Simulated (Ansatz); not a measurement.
**Supercells of liquid Al2O3 at 2363 K (110 atoms): plane waves and support functions**

Wanted: cost and convergence against size for liquid Al2O3 at 2363 K (110 atoms).

Method: Kohn-Sham DFT, PBEsol, PAW (set soft_1), plane waves, in Ansatz 0.2.0.

Measured values to set the calculation against. The atomic number density of molten alumina at 2400 K was taken from experiment (as quoted in “Structure of alumina glass”, 2022, PMC8752723): number density 0.0863 Å⁻³ at 2400 K.

This is a report of a sequence of runs, with most program output left out.

## Step 1: The structure

The cell holds 110 atoms: 44 Al and 66 O. Cell: a = 10.829 Å, b = 10.829 Å, c = 10.829 Å, α = 90.0°, β = 90.0°, γ = 90.0°. 110 atoms (44 Al, 66 O) placed at random at 2.93 g/cm³, melted at 4500 K for 20 ps at fixed volume with the Morse and Coulomb pair potential with partial charges (Pedone, Malavasi, Menziani, Cormack and Segre, J. Phys. Chem. B 110, 11780 (2006)). Snapshot at the end of a hold of 20 ps at 2363 K and fixed volume.

What the set-up can't give: The network of bonds at the start is that of the classical potential that made the cell, and needn't be the one that DFT or experiment would give.

## Step 2: Plane waves, typed cell on a dense mesh

The typed cell on a k-mesh is the yardstick: it samples like Γ on the cell repeated as often as the mesh has points along each axis. Its own convergence isn't tested.

Contents of input.yaml:

```yaml
crystal:
  lattice:
    - [10.8291, 0.0, 0.0]
    - [0.0, 10.8291, 0.0]
    - [0.0, 0.0, 10.8291]
  atoms:
    - { symbol: Al, position: [0.42821, 0.15259, 0.2566] }
    - { symbol: Al, position: [0.57798, 0.73492, 0.16354] }
    - { symbol: Al, position: [0.55327, 0.04521, 0.70392] }
    - { symbol: Al, position: [0.95721, 0.64165, 0.73484] }
    - { symbol: Al, position: [0.53831, 0.39218, 0.67374] }
    - { symbol: Al, position: [0.8816, 0.39536, 0.28858] }
    - { symbol: Al, position: [0.59769, 0.98696, 0.41734] }
    - { symbol: Al, position: [0.25786, 0.59842, 0.98628] }
    - { symbol: Al, position: [0.70289, 0.16856, 0.18232] }
    - { symbol: Al, position: [0.387, 0.76935, 0.51781] }
    - { symbol: Al, position: [0.94603, 0.02754, 0.57347] }
    - { symbol: Al, position: [0.39325, 0.77528, 0.79707] }
    - { symbol: Al, position: [0.4257, 0.19888, 0.58795] }
    - { symbol: Al, position: [0.26495, 0.00049, 0.81121] }
    - { symbol: Al, position: [0.33035, 0.89851, 0.33539] }
    - { symbol: Al, position: [0.63429, 0.44103, 0.39836] }
    - { symbol: Al, position: [0.40676, 0.42038, 0.12205] }
    - { symbol: Al, position: [0.53254, 0.59078, 0.91578] }
    - { symbol: Al, position: [0.82873, 0.55762, 0.58566] }
    - { symbol: Al, position: [0.1492, 0.19827, 0.03628] }
    - { symbol: Al, position: [0.3223, 0.44505, 0.51818] }
    - { symbol: Al, position: [0.7953, 0.10812, 0.85096] }
    - { symbol: Al, position: [0.99467, 0.75039, 0.97749] }
    - { symbol: Al, position: [0.98976, 0.32396, 0.62452] }
    - { symbol: Al, position: [0.8901, 0.18939, 0.03293] }
    - { symbol: Al, position: [0.65059, 0.72466, 0.66369] }
    - { symbol: Al, position: [0.75216, 0.4186, 0.85258] }
    - { symbol: Al, position: [0.80851, 0.81352, 0.44185] }
    - { symbol: Al, position: [0.03243, 0.44508, 0.87519] }
    - { symbol: Al, position: [0.65503, 0.86493, 0.90992] }
    - { symbol: Al, position: [0.03671, 0.61885, 0.17474] }
    - { symbol: Al, position: [0.09046, 0.97291, 0.14859] }
    - { symbol: Al, position: [0.54512, 0.2549, 0.98132] }
    - { symbol: Al, position: [0.9837, 0.95351, 0.86782] }
    - { symbol: Al, position: [0.93338, 0.08972, 0.31054] }
    - { symbol: Al, position: [0.69632, 0.50055, 0.12648] }
    - { symbol: Al, position: [0.08424, 0.54395, 0.42765] }
    - { symbol: Al, position: [0.4335, 0.95901, 0.05481] }
    - { symbol: Al, position: [0.83599, 0.83536, 0.15879] }
    - { symbol: Al, position: [0.09855, 0.8161, 0.67297] }
    - { symbol: Al, position: [0.22818, 0.36315, 0.81459] }
    - { symbol: Al, position: [0.19166, 0.16306, 0.49653] }
    - { symbol: Al, position: [0.34349, 0.59933, 0.28932] }
    - { symbol: Al, position: [0.07345, 0.8608, 0.408] }
    - { symbol: O, position: [0.42215, 0.61626, 0.4474] }
    - { symbol: O, position: [0.36127, 0.41684, 0.68745] }
    - { symbol: O, position: [0.85382, 0.6634, 0.47697] }
    - { symbol: O, position: [0.90575, 0.69848, 0.14737] }
    - { symbol: O, position: [0.05965, 0.7046, 0.34398] }
    - { symbol: O, position: [0.49632, 0.44285, 0.96157] }
    - { symbol: O, position: [0.65613, 0.00756, 0.81088] }
    - { symbol: O, position: [0.25977, 0.26305, 0.9464] }
    - { symbol: O, position: [0.69088, 0.8147, 0.53574] }
    - { symbol: O, position: [0.81794, 0.70108, 0.69047] }
    - { symbol: O, position: [0.60959, 0.61999, 0.0775] }
    - { symbol: O, position: [0.46579, 0.87558, 0.42964] }
    - { symbol: O, position: [0.00983, 0.90416, 0.02921] }
    - { symbol: O, position: [0.97769, 0.59952, 0.88904] }
    - { symbol: O, position: [0.89353, 0.22468, 0.20117] }
    - { symbol: O, position: [0.01889, 0.32466, 0.99657] }
    - { symbol: O, position: [0.07512, 0.63233, 0.6319] }
    - { symbol: O, position: [0.41755, 0.93216, 0.7763] }
    - { symbol: O, position: [0.00402, 0.87538, 0.55316] }
    - { symbol: O, position: [0.65037, 0.30656, 0.1015] }
    - { symbol: O, position: [0.52769, 0.46552, 0.2567] }
    - { symbol: O, position: [0.75158, 0.25544, 0.87238] }
    - { symbol: O, position: [0.9152, 0.95487, 0.22504] }
    - { symbol: O, position: [0.52814, 0.23585, 0.73087] }
    - { symbol: O, position: [0.49414, 0.11833, 0.01019] }
    - { symbol: O, position: [0.39226, 0.63381, 0.90168] }
    - { symbol: O, position: [0.95392, 0.08766, 0.93261] }
    - { symbol: O, position: [0.18714, 0.48251, 0.8939] }
    - { symbol: O, position: [0.87939, 0.01279, 0.73763] }
    - { symbol: O, position: [0.12106, 0.98378, 0.74325] }
    - { symbol: O, position: [0.0196, 0.47874, 0.25796] }
    - { symbol: O, position: [0.19791, 0.32814, 0.52205] }
    - { symbol: O, position: [0.40399, 0.2719, 0.17682] }
    - { symbol: O, position: [0.76646, 0.08805, 0.05388] }
    [... 26 atom lines left out ...]
    - { symbol: O, position: [0.22378, 0.83036, 0.481] }
    - { symbol: O, position: [0.78397, 0.85654, 0.00464] }
    - { symbol: O, position: [0.68416, 0.50428, 0.53664] }
    - { symbol: O, position: [0.61238, 0.7426, 0.83302] }
    - { symbol: O, position: [0.54548, 0.07262, 0.56605] }
    - { symbol: O, position: [0.38275, 0.00464, 0.20003] }
kpoints:
  mp_grid: { grid: [2, 2, 2] }
hamiltonian:
  xc: pbesol
  pseudopotentials: { kind: paw, azcp: { folder: soft_1 }, xc_functional: pbe }
scf:
  occupations: { method: fermi_dirac, width: 0.025 }
output:
  forces: true
  stress: true
  populations: true
  dos:
    method: { smearing: { sigma: 0.08 } }
    de: 0.1
    projected: { site_lists: { Al: [Al], O: [O] } }
  eigenvalues: true
```

Run with:

```
> ansatz run input.yaml --threads 32 --pin off --max-ram 92160MiB --backend cuda --events-out ev --progress --plain --runs-dir out --max-vram 78GiB
```

Elapsed: 3.4 s, on 1 × NVIDIA GB200 with 32 threads of Arm Neoverse V2, shared host; peak memory 2.4 GiB.

That memory is the host's; the program planned up to 30.5 GiB on the GPU. Forces of this run were stored rounded, and per-atom blocks of the log weren't kept.

The run gave:

- free energy: -60197.1313 eV
- free energy per atom: -547.2466 eV/atom
- SCF cycles: 10
- pressure: -1.679 GPa
- r.m.s. force component: 2.052 eV/Å
- longest force: 8.409 eV/Å
- Fermi energy: 6.338 eV
- gap (highest filled to lowest empty level): 0.9967 eV
- spilling of the projection: 0.008838

The r.m.s. force component of 2.1 eV/Å sets the scale for the differences below.

## Step 3: Plane waves, 110 atoms

The typed cell is solved at Γ alone, the coarsest sampling of the series.

input.yaml, the sections that differ from step 2:

```yaml
kpoints:
  mp_grid: { grid: [1, 1, 1] }
output:
  forces: true
  eigenvalues: true
# crystal, hamiltonian, scf: as in step 2
```

It took 1.9 s on 1 × NVIDIA GB200 with 32 threads; peak memory 1 GiB; 4.6 s of CPU time.

That memory is the host's; the program planned up to 4.2 GiB on the GPU.

It converged in 10 SCF cycles; the log is left out.

The energy lies 2.23 meV/atom above the dense-mesh reference.

## Step 4: Support functions, 110 atoms

The typed cell is solved at Γ alone, now in support functions.

This step: Kohn-Sham DFT, PBEsol, PAW (set soft_1), localised support functions (medium) (Ansatz 0.2.0).

Edit input.yaml of step 3 so:

```diff
@@ -14,2 +14,4 @@
   occupations: { method: fermi_dirac, width: 0.025 }
+  eigensolver: { kind: { support_functions: { accuracy: medium } } }
+  max_iter: 150
 output:
```

It took 4.4 s on 1 × NVIDIA GB200 with 32 threads; peak memory 1 GiB; 15 s of CPU time.

That memory is the host's; the program planned up to 3.3 GiB on the GPU.

The program notes that the band table was not solved further than the SCF left it and it switched symmetry off.

It converged in 15 SCF cycles; the log is left out.

The energy lies 0.670 meV/atom below the dense-mesh reference, and 2.9 meV/atom below plane waves of the same size, an offset between the two bases that leaves the sampling error alike.

## Step 5: Plane waves, 880 atoms

The cell is repeated and solved at Γ in plane waves, whose cost grows towards the cube of the size.

This step: Kohn-Sham DFT, PBEsol, PAW (set soft_1), plane waves (Ansatz 0.2.0).

input.yaml, the sections that differ from step 4:

```yaml
crystal:
  lattice:
    - [10.8291, 0.0, 0.0]
    - [0.0, 10.8291, 0.0]
    - [0.0, 0.0, 10.8291]
  atoms:
    [... the 110 atom lines of step 2 ...]
  supercell: [2, 2, 2]
scf:
  occupations: { method: fermi_dirac, width: 0.025 }
# kpoints, hamiltonian, output: as in step 4
```

Elapsed: 13 s, on 1 × NVIDIA GB200 with 32 threads; peak memory 2.2 GiB.

That memory is the host's; the program planned up to 62.2 GiB on the GPU.

It converged in 11 SCF cycles; the log is left out.

This repeat at Γ samples the very k-points of the reference's mesh, so the two must agree.

The energy lies 0 meV/atom below the dense-mesh reference.

## Step 6: Support functions, 880 atoms

The repeated cell is solved at Γ in support functions.

This step: Kohn-Sham DFT, PBEsol, PAW (set soft_1), localised support functions (medium) (Ansatz 0.2.0).

Edit input.yaml of step 5 so:

```diff
@@ -15,2 +15,5 @@
   occupations: { method: fermi_dirac, width: 0.025 }
+  eigensolver: { kind: { support_functions: { accuracy: medium } } }
+  mixing: { beta: 0.2 }
+  max_iter: 150
 output:
```

Elapsed: 15 s, on 1 × NVIDIA GB200 with 32 threads; peak memory 2.4 GiB.

That memory is the host's; the program planned up to 16.9 GiB on the GPU.

It converged in 19 SCF cycles; the log is left out.

The energy lies 2.92 meV/atom below the dense-mesh reference, and 2.9 meV/atom below plane waves of the same size, an offset between the two bases that leaves the sampling error alike.

## Step 7: Support functions, 2970 atoms

Edit input.yaml of step 6 so:

```diff
@@ -7,3 +7,3 @@
     [... the 110 atom lines of step 2 ...]
-  supercell: [2, 2, 2]
+  supercell: [3, 3, 3]
 kpoints:
```

Elapsed: 77 s, on 1 × NVIDIA GB200 with 32 threads; peak memory 7.6 GiB; 2.2 min of CPU time.

That memory is the host's; the program planned up to 61.4 GiB on the GPU.

It converged in 20 SCF cycles; the log is left out.

The energy lies 2.94 meV/atom below the dense-mesh reference.

## Step 8: Truncated density matrix, 2970 atoms

Cutting the density matrix at a range is meant to remove the step that grows fastest with size; it needs a cell with a gap.

This step: Kohn-Sham DFT, PBEsol, PAW (set soft_1), localised support functions (medium), truncated density matrix (Ansatz 0.2.0).

input.yaml, the sections that differ from step 7:

```yaml
scf:
  occupations: { method: fermi_dirac, width: 0.025 }
  eigensolver:
    kind:
      support_functions: { accuracy: medium, density_matrix: { truncated: {} } }
    mixed_precision: true
  mixing: { beta: 0.2 }
  max_iter: 150
output:
  forces: true
# crystal, kpoints, hamiltonian: as in step 7
```

The job ended after 53 s (1 × NVIDIA GB200 with 32 threads; peak memory 7.5 GiB; 1.8 min of CPU time).

That memory is the host's; the program planned up to 65.9 GiB on the GPU.

The program notes that the search for missed states was only partial.

The energy lies 2.94 meV/atom below the dense-mesh reference.

## Step 9: Support functions, 7040 atoms

This step: Kohn-Sham DFT, PBEsol, PAW (set soft_1), localised support functions (medium) (Ansatz 0.2.0).

input.yaml, the sections that differ from step 8:

```yaml
crystal:
  lattice:
    - [10.8291, 0.0, 0.0]
    - [0.0, 10.8291, 0.0]
    - [0.0, 0.0, 10.8291]
  atoms:
    [... the 110 atom lines of step 2 ...]
  supercell: [4, 4, 4]
scf:
  occupations: { method: fermi_dirac, width: 0.025 }
  eigensolver: { kind: { support_functions: { accuracy: medium } } }
  mixing: { beta: 0.2 }
  max_iter: 150
# kpoints, hamiltonian, output: as in step 8
```

It took 7 min on 1 × NVIDIA GB200 with 32 threads; peak memory 51 GiB; 9.3 min of CPU time.

That memory is the host's; the program planned up to 75.8 GiB on the GPU.

It converged in 20 SCF cycles; the log is left out.

The energy lies 2.94 meV/atom below the dense-mesh reference.

## Step 10: Truncated density matrix, 7040 atoms

This step: Kohn-Sham DFT, PBEsol, PAW (set soft_1), localised support functions (medium), truncated density matrix (Ansatz 0.2.0).

input.yaml, the sections that differ from step 9:

```yaml
scf:
  occupations: { method: fermi_dirac, width: 0.025 }
  eigensolver:
    kind:
      support_functions: { accuracy: medium, density_matrix: { truncated: {} } }
    mixed_precision: true
  mixing: { beta: 0.2 }
  max_iter: 150
# crystal, kpoints, hamiltonian, output: as in step 9
```

The job ended after 3.3 min (1 × NVIDIA GB200 with 32 threads; peak memory 40 GiB).

That memory is the host's; the program planned up to 77.9 GiB on the GPU.

The program notes that exchange and correlation on the finer grid ran on the CPU.

The energy lies 2.94 meV/atom below the dense-mesh reference.

## Step 11: Cost and error against size

Differences are against the typed cell on a 2×2×2 mesh, which samples like Γ on 880 atoms (r.m.s. force component 2.05 eV/Å, gap 0.997 eV). Every repeated cell is solved at Γ, and forces are averaged over the copies of each atom. Hardware: 1 × NVIDIA GB200 with 32 threads of Arm Neoverse V2, shared host.

| atoms | repeats | basis | Δ force, r.m.s. (meV/Å) | Δ energy (meV/atom) | less plane waves of the same size (meV/atom) | gap (eV) | spread among copies (meV/Å) | SCF cycles | time | host memory (GiB) | planned on the GPU (GiB) |
| --- | --- | --- | --- | --- | --- | --- | --- | --- | --- | --- | --- |
| 110 | 1×1×1 | plane waves | 7.67 | 2.23 | - | 0.979 | - | 10 | 1.9 s | 1.0 | 4.2 |
| 110 | 1×1×1 | support functions | 7.82 | -0.670 | -2.9 | 0.979 | - | 15 | 4.4 s | 1.0 | 3.3 |
| 880 | 2×2×2 | plane waves | 0.012 | 0 | - | 0.997 | 0 | 11 | 13 s | 2.2 | 62 |
| 880 | 2×2×2 | support functions | 0.723 | -2.92 | -2.9 | 0.997 | 0.024 | 19 | 15 s | 2.4 | 17 |
| 2970 | 3×3×3 | support functions | 0.712 | -2.94 | - | 0.998 | 0.014 | 20 | 77 s | 7.6 | 61 |
| 2970 | 3×3×3 | truncated density matrix | 0.69 | -2.94 | - | - | 0.011 | 24 | 53 s | 7.5 | 66 |
| 7040 | 4×4×4 | support functions | 0.716 | -2.94 | - | 0.998 | 0.009 | 20 | 7 min | 51 | 76 |
| 7040 | 4×4×4 | truncated density matrix | 0.694 | -2.94 | - | - | 0.016 | 23 | 3.3 min | 40 | 78 |

## Step 12: What the reference run shows

With the settings judged, the reference run is read for its physics.

Neighbours are counted within 2.38 Å (O-Al).

Length of the force by element and coordination:

| element | coordination | atoms | mean length of the force (eV/Å) | spread | least | most |
| --- | --- | --- | --- | --- | --- | --- |
| Al | all | 44 | 3.68 | 1.82 | 0.408 | 8.41 |
| Al | 3 | 3 | 3.37 | 1.31 | 1.67 | 4.87 |
| Al | 4 | 26 | 3.93 | 2.10 | 0.408 | 8.41 |
| Al | 5 | 15 | 3.31 | 1.22 | 0.924 | 6.66 |
| O | all | 66 | 2.63 | 1.70 | 0.318 | 8.32 |
| O | 2 | 16 | 2.57 | 1.45 | 0.551 | 5.43 |
| O | 3 | 45 | 2.69 | 1.86 | 0.318 | 8.32 |
| O | 4 | 4 | 2.20 | 0.711 | 1.49 | 3.27 |
| O | 5 | 1 | 2.48 | 0 | 2.48 | 2.48 |

Löwdin charges by element and coordination (they lack the spilled electrons, 0.042 e an atom on average):

| element | coordination | atoms | mean charge (e) | spread | least | most |
| --- | --- | --- | --- | --- | --- | --- |
| Al | all | 44 | 1.30 | 0.0393 | 1.23 | 1.41 |
| Al | 3 | 3 | 1.32 | 0.03 | 1.28 | 1.35 |
| Al | 4 | 26 | 1.30 | 0.0408 | 1.25 | 1.41 |
| Al | 5 | 15 | 1.28 | 0.0329 | 1.23 | 1.35 |
| O | all | 66 | -0.794 | 0.0289 | -0.861 | -0.717 |
| O | 2 | 16 | -0.809 | 0.0204 | -0.839 | -0.767 |
| O | 3 | 45 | -0.794 | 0.0271 | -0.861 | -0.719 |
| O | 4 | 4 | -0.757 | 0.0319 | -0.806 | -0.717 |
| O | 5 | 1 | -0.747 | 0 | -0.747 | -0.747 |

Density of states as counts of states in windows of 1 eV (from the Fermi level), total and some projections:

| from (eV) | to (eV) | total | O p | Al p | Al s |
| --- | --- | --- | --- | --- | --- |
| -10 | -9 | 2.0 | 1.5 | 0.1 | 0.3 |
| -9 | -8 | 23.1 | 17.1 | 1.8 | 3.5 |
| -8 | -7 | 39.0 | 29.3 | 4.1 | 4.5 |
| -7 | -6 | 51.2 | 40.2 | 6.6 | 2.8 |
| -6 | -5 | 60.5 | 49.9 | 7.2 | 1.6 |
| -5 | -4 | 65.5 | 57.4 | 5.4 | 1.0 |
| -4 | -3 | 70.2 | 64.2 | 3.6 | 0.8 |
| -3 | -2 | 52.5 | 49.2 | 1.7 | 0.4 |
| -2 | -1 | 25.8 | 24.5 | 0.7 | 0.1 |
| -1 | 0 | 6.2 | 5.8 | 0.2 | 0.0 |
| 0 | 1 | 0.7 | 0.1 | 0.1 | 0.3 |
| 1 | 2 | 4.9 | 1.1 | 1.2 | 1.6 |
| 2 | 3 | 11.8 | 2.7 | 3.9 | 3.4 |
| 3 | 4 | 17.3 | 3.3 | 7.1 | 4.1 |
| 4 | 5 | 28.9 | 4.5 | 13.9 | 5.7 |

The curve was stored every 0.10 eV, coarse against its broadening of 0.08 eV, so these counts are rough.

Between -22 and -10 eV lie 132 more states.

Not all projections were asked for or kept, so they needn't add up to the total.

The levels nearest the highest filled one (over half full), pooled over k-points and spins:

| level less the highest filled one (eV) | occupation |
| --- | --- |
| -0.0079 | 2 |
| -0.0078 | 2 |
| -0.0077 | 2 |
| -0.0047 | 2 |
| -0.0025 | 2 |
| 0 | 2 |
| 0.997 | 0 |
| 1.49 | 0 |
| 1.51 | 0 |
| 1.54 | 0 |
| 1.73 | 0 |
| 1.74 | 0 |

Mean Löwdin charges: Al +1.30, O -0.79 e (they miss 0.88 % of the electrons, so they add up to more than the cell's charge). The largest share in the top eV of filled states is O p (95 % of the projected weight), and in the lowest eV of empty states Al s (38 % of the projected weight).

## Step 13: Outcome

| Quantity | Value |
| --- | --- |
| free energy per atom | -547.2466 eV/atom |
| pressure | -1.679 GPa |
| r.m.s. force component | 2.052 eV/Å |
| gap (highest filled to lowest empty level) | 0.9967 eV |
| wall time of the 9 DFT runs | 13 min |

What this shows: Repeating the cell at Γ samples more k-points: in plane waves the energy difference from the dense mesh goes from 2.23 meV/atom at 110 atoms to 0 at 880, and the force difference from 7.7 to 0.012 meV/Å; the gap goes from 0.979 to 0.997 eV. With plane waves, the time grows as the 0.9 power of the atom count between the two largest sizes, 110 and 880 atoms. The smaller run is short enough for fixed overheads to flatten this slope. With support functions, the time grows as the 2.0 power of the atom count between the two largest sizes, 2970 and 7040 atoms. With the truncated density matrix, the time grows as the 1.5 power of the atom count between the two largest sizes, 2970 and 7040 atoms. At 7040 atoms truncation (run in mixed precision) changes the energy by +0.0025 meV/atom and takes 0.46 times the time of the full density matrix. At equal size the support functions lie 2.9 meV/atom below plane waves, likely because their grid holds more waves than 420 eV; no run tests this. Support functions take 2.4 times the time of plane waves at 110 atoms and 1.1 times at 880, so no crossover is reached among the sizes that both ran.

Between filled and empty levels lie 0.997 eV (on the run's k-points); a semilocal functional tends to put such gaps too low. In a disordered cell it changes from sample to sample and from frame to frame.

**Limits.** The force components of 2.1 eV/Å r.m.s. come partly from thermal motion and partly from the difference between the classical potential and DFT. The stress is far from hydrostatic: its diagonal is -1.1, 0.6, -4.5 GPa, compression counted positive. The pressure of -1.7 GPa is that of one thermal frame, in which the classical model's bond lengths enter as well as the volume, without the kinetic term.

[Logs are printed without paths, hosts, clocks, repeated set-up lines and the standing remarks that a program may print on its own settings, such as how far it seeks lower states.]

[Hosts, paths, dates, database ids (printed as entryN), source tags and the programs' standing remarks are cut or masked in the printed files.]
